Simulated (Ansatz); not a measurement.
## LiGeBr3 (model cell, started as cubic perovskite with Ge in the octahedra): the cell at rest: bringing the structure to rest, k-mesh 4×4×4, smearing width 0.02 eV

Ansatz 0.2.0; DFT LDA, scalar-relativistic, plane waves, PAW; PAW set soft_1.

The structure was built from a prototype and need not be the compound's stable phase.

Symmetry: Pm-3m, No. 221, cubic system. The conventional cell has a = 5.606 Å, b = 5.606 Å, c = 5.606 Å, α = 90.00°, β = 90.00°, γ = 90.00°. Nearest to Li lie 12 Br at 3.96 Å. Ge has 6 Br at 2.80 Å nearest. Nearest to Br lie 2 Ge at 2.80 Å. Farther neighbours and most contacts between anions are not listed.

The steps of the relaxation:

```tsv
step	energy less that of the first step (eV)	largest force component (eV/Å)	pressure (GPa)	volume (Å³)
1	0.0000	0.0000	-3.14	176.14
2	-0.2464	0.0000	-1.19	158.80
3	-0.2757	0.0000	0.20	149.80
4	-0.2761	0.0000	-0.04	151.02
5*	-0.2741	0.0000	-0.04	151.02
```

Relaxation steps marked * repeat the geometry before them on a plane-wave basis chosen anew for their cell, so energy and pressure can jump there.

The run keeps the 48 symmetry operations that it works with, so distortions that break them were not tested.

```tsv
conventional cell, symmetrised	before	after	change
a (Å)	5.606	5.325	-5.0 %
b (Å)	5.606	5.325	-5.0 %
c (Å)	5.606	5.325	-5.0 %
volume (Å³/atom)	35.23	30.20	-14.3 %
```

The relaxed structure:

```xyz
5
Lattice="5.3253 0.0000 0.0000 0.0000 5.3253 0.0000 0.0000 0.0000 5.3253" Properties=species:S:1:pos:R:3 pbc="T T T"
Li    0.0000    0.0000    0.0000
Ge    2.6626    2.6626    2.6626
Br    2.6626    2.6626    0.0000
Br    2.6626    0.0000    2.6626
Br    0.0000    2.6626    2.6626
```

Numbers from this step:

```
pressure          : -0.04448 GPa
volume per atom   : 30.20 Å³
gap on the k-mesh : 0 eV
```

ELF in the ac plane at fractional y = 0.500, with atoms of Ge and Br within 0.2 Å of it. It is the smooth field of the valence electrons, not physical close to the nuclei.

Ten even steps from '_' (0.01) to '@' (0.89), each cell a mean:
```
____..++%%@@##..--@@@@##--____
______::##@@@@%%%%@@%%++..____
==::____--**##%%%%##++..__..--
%%**--..__::==++==--..__..++##
@@@@##--..::======--::..++%%@@
%%@@%%++--==++====++----##@@@@
..**@@**==++==----======%%%%--
__==@@##==++--++--====++%%%%..
++%%@@**--++==--==++====##@@##
@@@@%%==::--++++++==::::**@@@@
@@%%++..__::--====--..__--##%%
**==..__..==**##**++--..__::++
..____..++%%@@@@@@%%##--____..
______==%%@@%%==**@@@@**::____
____..**@@@@++__..%%@@%%==____
```
Columns run along a (5.3 Å), rows up along c (5.3 Å). Atoms in or near the plane, at fractional coordinates: Ge at (0.50, 0.50), Br at (0.50, 0.00), Br at (0.00, 0.50).

Valence density in the ac plane at fractional y = 0.500, with atoms of Ge and Br within 0.2 Å of it. It is the smooth field of the valence electrons, not physical close to the nuclei.

Ten steps, logarithmic in the rise over the least value, from '_' (0 e/Å³) to '@' (29 e/Å³), each cell a mean:
```
________..----::::--::..______
________..::------::..________
__________..::::::....________
..__________........________..
::::..____..........____....::
----::......--====::......::--
..----....::**@@%%==....::--::
__----::..::##@@@@==....::--::
----::....::==##**--....::----
--::....__..::::::....__..::--
....________........______....
__________....::....__________
__________..::----::..________
________..::--------::________
________..----__..--::..______
```
Columns run along a (5.3 Å), rows up along c (5.3 Å). Atoms in or near the plane, at fractional coordinates: Ge at (0.50, 0.50), Br at (0.50, 0.00), Br at (0.00, 0.50).

Electrostatic potential energy in the ac plane at fractional y = 0.500, with atoms of Ge and Br within 0.2 Å of it. With pseudopotentials it is smooth inside the atoms' cores, unlike the true potential.

Values in eV, 15 rows by 15 columns, each cell a mean:
```
  8   8   8   7   4 -15 -48 -61 -58 -35  -3   6   8   8   8
  8   8   8   8   5  -3 -23 -37 -33 -13   2   7   8   8   8
  8   8   8   8   7   4  -2  -6  -5   1   5   7   8   8   8
  5   6   7   7   7   5   3   1   2   4   6   7   7   7   6
 -5   0   4   6   5   2  -3  -7  -6   0   4   6   5   2  -3
-41 -26  -5   3   3  -6 -18 -20 -20 -14   0   4   1 -13 -35
-62 -50 -18   0   0 -14 -19 -17 -17 -20  -6   2  -5 -33 -58
-63 -54 -22   0   0 -16 -19 -16 -17 -20  -7   1  -6 -37 -61
-54 -39 -11   2   2 -10 -20 -19 -19 -18  -3   3  -2 -23 -48
-19 -10   1   5   4  -1 -10 -16 -14  -6   2   5   4  -3 -15
  3   4   6   7   6   4   2   0   0   3   5   7   7   5   4
  7   7   8   8   7   5   2   0   0   3   6   7   8   8   7
  8   8   8   8   6   1 -11 -22 -18  -5   4   7   8   8   8
  8   8   8   7   4 -10 -39 -54 -50 -26   0   6   8   8   8
  8   8   8   7   3 -19 -54 -63 -62 -41  -5   5   8   8   8
```
Columns run along a (5.3 Å; values clipped at the 3rd and 97th percentile), rows up along c (5.3 Å). Atoms in or near the plane, at fractional coordinates: Ge at (0.50, 0.50), Br at (0.50, 0.00), Br at (0.00, 0.50).

Q: Write an input that reproduces this.

The system, level and task follow from the heading and the kind of results. Meshes, cutoffs and thresholds can't be read from the results; these are the ones that the run used.

input.yaml

```yaml
crystal:
  lattice:
    - [5.6056, 0.0, 0.0]
    - [0.0, 5.6056, 0.0]
    - [0.0, 0.0, 5.6056]
  atoms:
    - { symbol: Li, position: [0.0, 0.0, 0.0] }
    - { symbol: Ge, position: [0.5, 0.5, 0.5] }
    - { symbol: Br, position: [0.5, 0.5, 0.0] }
    - { symbol: Br, position: [0.5, 0.0, 0.5] }
    - { symbol: Br, position: [0.0, 0.5, 0.5] }
kpoints:
  mp_grid: { grid: [4, 4, 4] }
hamiltonian:
  xc: lda
  pseudopotentials: { kind: paw, azcp: { folder: soft_1 }, xc_functional: pbe }
scf:
  occupations: { method: gaussian, width: 0.02 }
output:
  forces: true
  stress: true
  eigenvalues: true
  write_density: true
  write_potential: true
  elf: true
  volumetric_format: npy
relax:
  adjacent_minimum: "off"
  f_tol: 0.005
  max_steps: 80
  cell: { stress_tol: 0.05 }
```

Run with:

```sh
$ ansatz run input.yaml --threads 8 --pin off --max-ram 16384MiB --backend cpu --events-out ev --progress --plain --runs-dir out
```

[Logs are printed without paths, hosts, clocks, repeated set-up lines and the standing remarks that a program may print on its own settings, such as how far it seeks lower states.]

[Hosts, paths, dates, database ids (printed as entryN), source tags and the programs' standing remarks are cut or masked in the printed files.]
